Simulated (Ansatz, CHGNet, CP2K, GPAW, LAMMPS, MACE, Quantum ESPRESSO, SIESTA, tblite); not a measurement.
# Quantum ESPRESSO on aqueous Li+ and I-, 1.5 mol of salt per kg of water at 360 K (110 atoms): settings compared

How far do other settings of Quantum ESPRESSO move the forces in aqueous Li+ and I-, 1.5 mol of salt per kg of water at 360 K (110 atoms)? One run of the same program serves as the yardstick.

Main program and level: Quantum ESPRESSO 7.5; the method is named at each step.

## Step 1: Starting point

The cell holds 110 atoms: 36 O, 72 H, 1 Li and 1 I. Cell: a = 10.442 Å, b = 10.442 Å, c = 10.442 Å, α = 90.0°, β = 90.0°, γ = 90.0°. 36 H2O, 1 Li+, 1 I- placed at random, at 1.14 g/cm³; overlaps pushed apart, then 10 ps at 420 K with Joung-Cheatham ions (J. Phys. Chem. B 112, 9020 (2008)); SPC/E water (Berendsen, Grigera and Straatsma, J. Phys. Chem. 91, 6269 (1987)). Snapshot after 20 ps at 360 K and fixed volume.

The yardstick, on the same geometry:

| Item | Value |
| --- | --- |
| method | Kohn-Sham DFT, PBE, SSSP efficiency 1.3.0 pseudopotentials, plane waves (Quantum ESPRESSO 7.5); sssp-pbe-1.3.0-efficiency, cutoffs 60/480 Ry, Γ point |
| r.m.s. force component | 0.5394 eV/Å |
| longest force | 1.673 eV/Å |
| pressure | -2.009 GPa |
| gap (highest filled to lowest empty level) | 3.635 eV |
| time | 1.7 min on 2 MPI ranks of Arm Neoverse V2, shared host |
| CPU time | 3.4 min |

## Step 2: PBE, sssp-1.3.0-efficiency, 35/280 Ry

Method: Kohn-Sham DFT, PBE, SSSP efficiency 1.3.0 pseudopotentials, plane waves.

pw.in

```
&control
  calculation = 'scf'
  pseudo_dir = './pseudo'
  outdir = './tmp'
  disk_io = 'none'
  tprnfor = .true.
  tstress = .true.
/
&system
  ibrav = 0
  nat = 110
  ntyp = 4
  ecutwfc = 35
  ecutrho = 280
  nosym = .true.
  occupations = 'smearing'
  smearing = 'fd'
  degauss = 0.003675
/
&electrons
  conv_thr = 5.5e-07
  electron_maxstep = 100
  mixing_beta = 0.4
  mixing_mode = 'plain'
  diagonalization = 'david'
/
ATOMIC_SPECIES
O 15.999 O.upf
H 1.008 H.upf
Li 6.940 Li.upf
I 126.904 I.upf
CELL_PARAMETERS angstrom
10.44226 0.00000 0.00000
0.00000 10.44226 0.00000
0.00000 0.00000 10.44226
ATOMIC_POSITIONS crystal
O 0.42411 0.03145 0.04980
H 0.38477 0.03311 0.13709
H 0.45501 0.11919 0.02704
O 0.18334 0.05282 0.55987
H 0.25394 0.02420 0.61790
H 0.16045 0.14364 0.57982
O 0.48700 0.15799 0.50571
H 0.52562 0.07035 0.50527
H 0.42148 0.16365 0.57532
O 0.72454 0.72382 0.58047
H 0.71906 0.66253 0.65385
H 0.70126 0.67861 0.49932
O 0.70703 0.63625 0.85537
H 0.70186 0.72622 0.88774
H 0.79880 0.60934 0.85037
O 0.13844 0.05713 0.91387
H 0.19958 0.98412 0.92398
H 0.05771 0.02574 0.87302
O 0.71097 0.38133 0.94716
H 0.74976 0.31794 0.88676
H 0.71973 0.46951 0.91085
O 0.47019 0.56419 0.67432
H 0.52835 0.49064 0.65485
H 0.51586 0.62703 0.73032
O 0.07031 0.15577 0.15694
H 0.13725 0.12804 0.21956
H 0.08830 0.11648 0.07148
O 0.94581 0.10962 0.41199
H 0.88797 0.12689 0.48634
H 0.02395 0.06337 0.44241
O 0.87018 0.95737 0.09338
H 0.91604 0.88117 0.12889
H 0.85366 0.94402 0.00000
O 0.64626 0.37545 0.57751
H 0.72444 0.34682 0.62484
H 0.59523 0.29890 0.55091
O 0.20475 0.62489 0.08334
H 0.14638 0.55007 0.07048
H 0.28401 0.59611 0.12872
O 0.82838 0.87847 0.85435
H 0.85392 0.80140 0.80356
H 0.84920 0.95771 0.80477
O 0.97246 0.62578 0.80529
H 0.03279 0.55210 0.81540
H 0.01722 0.69780 0.76078
O 0.04047 0.41903 0.07975
H 0.95459 0.42383 0.03764
H 0.05915 0.32827 0.10392
O 0.11783 0.80665 0.69233
H 0.18070 0.83001 0.76068
H 0.08992 0.88581 0.64623
O 0.49376 0.26067 0.02237
H 0.51525 0.24460 0.11430
H 0.55083 0.32936 0.98779
O 0.81561 0.45507 0.34277
H 0.78310 0.42981 0.42924
[... 50 atom lines left out ...]
H 0.16630 0.75453 0.49830
H 0.09875 0.63748 0.41963
Li 0.87977 0.10412 0.22349
I 0.87535 0.17902 0.73468
K_POINTS gamma
```

Command:

```sh
$ OMP_NUM_THREADS=1 mpirun -np 2 pw.x -in pw.in > output.txt
```

The log of the run:

```text
Program PWSCF
     gamma-point specific algorithms are used
     Parallelization info
     sticks:   dense  smooth     PW     G-vecs:    dense   smooth      PW
     Min        4342    2170    541               303974   107366   13477
     Max        4343    2171    544               303983   107369   13484
     Sum        8685    4341   1085               607957   214735   26961
     bravais-lattice index     =            0
     lattice parameter (alat)  =      19.7330  a.u.
     unit-cell volume          =    7683.8718 (a.u.)^3
     number of atoms/cell      =          110
     number of atomic types    =            4
     number of electrons       =       298.00
     number of Kohn-Sham states=          179
     kinetic-energy cutoff     =      35.0000  Ry
     charge density cutoff     =     280.0000  Ry
     scf convergence threshold =      5.5E-07
     mixing beta               =       0.4000
     number of iterations used =            8  plain     mixing
     Exchange-correlation= SLA  PW   PBX  PBC
                           (   1   4   3   4   0   0   0)
     crystal axes: (cart. coord. in units of alat)
               a(1) = (   1.000000   0.000000   0.000000 )
               a(2) = (   0.000000   1.000000   0.000000 )
               a(3) = (   0.000000   0.000000   1.000000 )
     reciprocal axes: (cart. coord. in units 2 pi/alat)
               b(1) = (  1.000000  0.000000  0.000000 )
               b(2) = (  0.000000  1.000000  0.000000 )
               b(3) = (  0.000000  0.000000  1.000000 )
     PseudoPot. # 1 for O :
     Pseudo is Projector augmented-wave + core cor, Zval =  6.0
     PseudoPot. # 2 for H :
     Pseudo is Ultrasoft, Zval =  1.0
     PseudoPot. # 3 for Li:
     Pseudo is Ultrasoft, Zval =  3.0
     PseudoPot. # 4 for I :
     Pseudo is Projector augmented-wave + core cor, Zval =  7.0
     atomic species   valence    mass     pseudopotential
     O                 6.00    15.99900     O ( 1.00)
     H                 1.00     1.00800     H ( 1.00)
     Li                3.00     6.94000     Li( 1.00)
     I                 7.00   126.90400     I ( 1.00)
     No symmetry found
   Cartesian axes
     number of k points=     1  Fermi-Dirac smearing, width (Ry)=  0.0037
                       cart. coord. in units 2pi/alat
        k(    1) = (   0.0000000   0.0000000   0.0000000), wk =   2.0000000
     Dense  grid:   303979 G-vectors     FFT dimensions: ( 108, 108, 108)
     Smooth grid:   107368 G-vectors     FFT dimensions: (  75,  75,  75)
     Check: negative core charge=   -0.000003
     Initial potential from superposition of free atoms
     starting charge     297.5484, renormalised to     298.0000
     Starting wfcs are  225 randomized atomic wfcs
     Self-consistent Calculation
     iteration #  1     ecut=    35.00 Ry     beta= 0.40
     total energy              =   -1976.76612115 Ry
     estimated scf accuracy    <      12.07115057 Ry
     iteration #  2     ecut=    35.00 Ry     beta= 0.40
     total energy              =   -1979.32878531 Ry
     estimated scf accuracy    <       0.67968334 Ry
     iteration #  3     ecut=    35.00 Ry     beta= 0.40
     total energy              =   -1979.29232094 Ry
     estimated scf accuracy    <       0.25102989 Ry
     iteration #  4     ecut=    35.00 Ry     beta= 0.40
     total energy              =   -1979.30630097 Ry
     estimated scf accuracy    <       0.01907897 Ry
     iteration #  5     ecut=    35.00 Ry     beta= 0.40
     total energy              =   -1979.30889969 Ry
     estimated scf accuracy    <       0.00140093 Ry
     iteration #  6     ecut=    35.00 Ry     beta= 0.40
     total energy              =   -1979.30931027 Ry
     estimated scf accuracy    <       0.00020511 Ry
     iteration #  7     ecut=    35.00 Ry     beta= 0.40
     total energy              =   -1979.30934523 Ry
     estimated scf accuracy    <       0.00001308 Ry
     iteration #  8     ecut=    35.00 Ry     beta= 0.40
     total energy              =   -1979.30934667 Ry
     estimated scf accuracy    <       0.00000255 Ry
     iteration #  9     ecut=    35.00 Ry     beta= 0.40
     End of self-consistent calculation
          k = 0.0000 0.0000 0.0000 ( 13481 PWs)   bands (ev):
   -43.5906 -21.7361 -21.6059 -21.5614 -21.5306 -21.3764 -21.3055 -21.2506
   -21.2444 -21.1591 -21.1241 -21.0468 -20.9917 -20.9666 -20.9405 -20.9077
   -20.8731 -20.7706 -20.7181 -20.6852 -20.6300 -20.5889 -20.5625 -20.5428
   -20.4528 -20.4262 -20.3463 -20.3014 -20.2840 -20.2130 -20.1757 -20.1027
   -20.0808 -20.0522 -19.8798 -19.6953 -19.6478 -12.3382  -9.9889  -9.8881
    -9.7716  -9.6392  -9.5869  -9.5327  -9.4229  -9.3330  -9.2834  -9.2600
    -9.2033  -9.1800  -9.0911  -9.0520  -9.0017  -8.9735  -8.9488  -8.8876
    -8.8526  -8.8370  -8.7540  -8.7314  -8.7209  -8.6549  -8.6188  -8.5936
    -8.5596  -8.5082  -8.4490  -8.3860  -8.3656  -8.2579  -8.1694  -8.1084
    -8.0615  -7.9676  -6.7067  -6.4330  -6.2865  -6.2498  -6.1762  -6.0068
    -5.9495  -5.9357  -5.8360  -5.7417  -5.6936  -5.6085  -5.4990  -5.4684
    -5.4295  -5.3429  -5.2779  -5.2252  -5.1283  -5.1100  -5.0156  -4.9843
[...]
-2.7128  -2.7027  -2.6826  -2.5848  -2.5570  -2.4927  -2.4792  -2.3714
    -2.3535  -2.1391  -2.0323  -1.9730  -1.6865   1.9341   3.4417   3.6606
     3.7764   3.8355   3.8837   3.9487   4.3253   4.3679   4.6642   4.7900
     4.9006   4.9222   5.0478   5.1384   5.1952   5.2347   5.3764   5.5398
     5.6248   5.6827   5.9975   6.0391   6.0931   6.1816   6.2521   6.4592
     6.5410   6.6623   6.7131
     the Fermi energy is    -0.0014 ev
!    total energy              =   -1979.30934732 Ry
     estimated scf accuracy    <       0.00000011 Ry
     smearing contrib. (-TS)   =      -0.00000000 Ry
     internal energy E=F+TS    =   -1979.30934732 Ry
     The total energy is F=E-TS. E is the sum of the following terms:
     one-electron contribution =   -1032.98478805 Ry
     hartree contribution      =     619.49285553 Ry
     xc contribution           =    -363.79553594 Ry
     ewald contribution        =    -539.25871171 Ry
     one-center paw contrib.   =    -662.76316715 Ry
     convergence has been achieved in   9 iterations
     Forces acting on atoms (cartesian axes, Ry/au):
     atom    1 type  1   force =    -0.00443153   -0.01460670    0.00869930
     atom    2 type  2   force =     0.00376929    0.00766981   -0.01338047
     atom    3 type  2   force =    -0.01152491   -0.02004337    0.00623975
     atom    4 type  1   force =    -0.01368685   -0.01847303   -0.00941418
     atom    5 type  2   force =    -0.00228885    0.01769829   -0.00391973
     atom    6 type  2   force =     0.01588376   -0.01233338   -0.00067366
     atom    7 type  1   force =    -0.00873903    0.03469916    0.01217047
     atom    8 type  2   force =    -0.01887540    0.00607102    0.00907783
     atom    9 type  2   force =     0.04060801   -0.02817012   -0.02036658
     atom   10 type  1   force =    -0.00892151   -0.01789055   -0.01845854
     atom   11 type  2   force =    -0.00467285    0.01910404   -0.03132038
     atom   12 type  2   force =     0.01383500    0.00466326    0.04494759
[...]
atom  106 type  1   force =    -0.00734722   -0.00803343    0.01722661
     atom  107 type  2   force =    -0.02008553   -0.02352510   -0.02231493
     atom  108 type  2   force =     0.01884891    0.01624157    0.01130014
     atom  109 type  3   force =    -0.00998012    0.00063108   -0.00447784
     atom  110 type  4   force =    -0.01506720   -0.00107521    0.00571349
     Total force =     0.349800     Total SCF correction =     0.000760
     Computing stress (Cartesian axis) and pressure
          total   stress  (Ry/bohr**3)                   (kbar)     P=      -94.27
  -0.00065502   0.00001697  -0.00004896          -96.36        2.50       -7.20
   0.00001697  -0.00062298   0.00001599            2.50      -91.64        2.35
  -0.00004896   0.00001599  -0.00064448           -7.20        2.35      -94.81
     Message from routine punch:
     Nothing written, as per user request (disk_io='none')
```

Elapsed: 48 s, on 2 MPI ranks of Arm Neoverse V2, shared host; peak memory 1.4 GiB.

Banners, paths, timers and routine set-up lines are dropped from the logs unmarked, and long logs keep their key lines alone; longer cuts are marked.

Compared with the plane-wave run:

| Item | Value |
| --- | --- |
| r.m.s. force component | 0.4951 eV/Å |
| r.m.s. difference of force components | 73.06 meV/Å |
| longest difference of force vectors | 174.1 meV/Å |
| force difference over r.m.s. force | 13.54 % |
| slope of forces against the reference's | 0.9121 |
| correlation of force components | 0.9937 |
| gap (highest filled to lowest empty level) | 3.621 eV |
| gap difference | -0.0147 eV |
| pressure | -9.427 GPa |
| pressure difference | -7.418 GPa |
| energy less the same-level run's | 76.48 meV/atom |
| r.m.s. force difference from the same-level run | 73.06 meV/Å |

This is a coarse setting, run to see what it loses.

Length of the force difference by element (eV/Å):

```tsv
element	atoms	mean	most
H	72	0.12	0.13
I	1	0.0026	0.0026
Li	1	0.0018	0.0018
O	36	0.14	0.17
```

Levels nearest the highest filled one (eV from it): -1.02, -1.00, -0.90, -0.87, -0.81, -0.79, -0.68, -0.67, -0.45, -0.35, -0.29, 0.00, 3.62, 5.13, 5.35, 5.46, 5.52, 5.57, 5.64, 6.01, 6.05, 6.35, 6.48, 6.59.

The surroundings of H98, which bears the longest force, nearest first, numbered as they follow in the input and with coordinates relative to it.

```tsv
atom	x	y	z	distance (Å)	bonds	Fx	Fy	Fz (eV/Å)
H98	0.00	0.00	0.00	0.00	1	1.11	0.22	1.08
O97	0.68	-0.17	0.71	1.00	3	-0.30	0.02	-0.52
H99	0.66	0.57	1.38	1.63	1	-0.25	-0.04	-0.34
O19	-0.12	1.08	-1.58	1.92	2	-0.03	0.26	-0.62
H53	-2.16	-0.35	0.17	2.19	1	-0.09	0.98	-0.08
H54	-1.79	0.54	-1.15	2.20	1	0.37	-0.46	0.26
H20	0.29	0.42	-2.21	2.27	1	-0.12	0.58	0.13
O52	-2.38	-0.18	-0.79	2.52	2	0.30	0.54	0.10
Li109	1.65	-1.81	1.31	2.78	5	-0.26	0.02	-0.12
H21	-0.02	2.00	-1.96	2.80	1	-0.42	-0.68	0.33
```

Forces lie 14 % from the reference's, at 0.47 times its CPU time.

Within one program, basis, potentials and functional, energies share a zero. Each run against its twin at the usual cutoff or grid and solver:

```tsv
run	twin	Δ energy (meV/atom)	Δ force, r.m.s. (meV/Å)	CPU time over the twin's
QE PBE, sssp-1.3.0-efficiency, 35/280 Ry	sssp-1.3.0-efficiency, 60/480 Ry	76.5	73.1	0.47
```

## Step 3: Outcome

```yaml
force_difference_from_the_reference: QE PBE, sssp-1.3.0-efficiency, 35/280 Ry (coarse), 14 %
its_cpu_time: 95 s
```

Runs with settings chosen to be coarse differ by 14 % (QE PBE, sssp-1.3.0-efficiency, 35/280 Ry). One electronic-structure run takes under half the reference's CPU time: QE PBE, sssp-1.3.0-efficiency, 35/280 Ry, at 14 % in 95 s against 3.4 min; its pressure misses by -7.4 GPa. PBE gaps agree with the reference's 3.64 eV within 0.015 eV. In pressure, QE PBE, sssp-1.3.0-efficiency, 35/280 Ry misses by -7.4 GPa, at the same functional; a cutoff this low leaves a large Pulay stress. The reference's pressure holds the uncorrected Pulay stress of its 60 Ry basis, so small pressure differences, and their order, may be the reference's own error. The network of contacts between molecules at the start is that of the classical potential that made the cell, and needn't be the one that DFT or experiment would give. The reference's PBE has no dispersion term, which matters for the binding between molecules or layers. The density was typed from a rule of thumb and may lie off the real one at this temperature. The electronic-structure runs sample only Γ, in a cell whose shortest periodic width is 10 Å. Spin–orbit coupling is left out, which matters for the levels of the heavy elements.

[Also dropped from logs without a mark: logging warnings of Python, and SIESTA's first energy breakdown and zero terms.]

[Logs are printed without paths, hosts, clocks, repeated set-up lines and the standing remarks that a program may print on its own settings, such as how far it seeks lower states.]

[Hosts, paths, dates, database ids (printed as entryN), source tags and the programs' standing remarks are cut or masked in the printed files.]
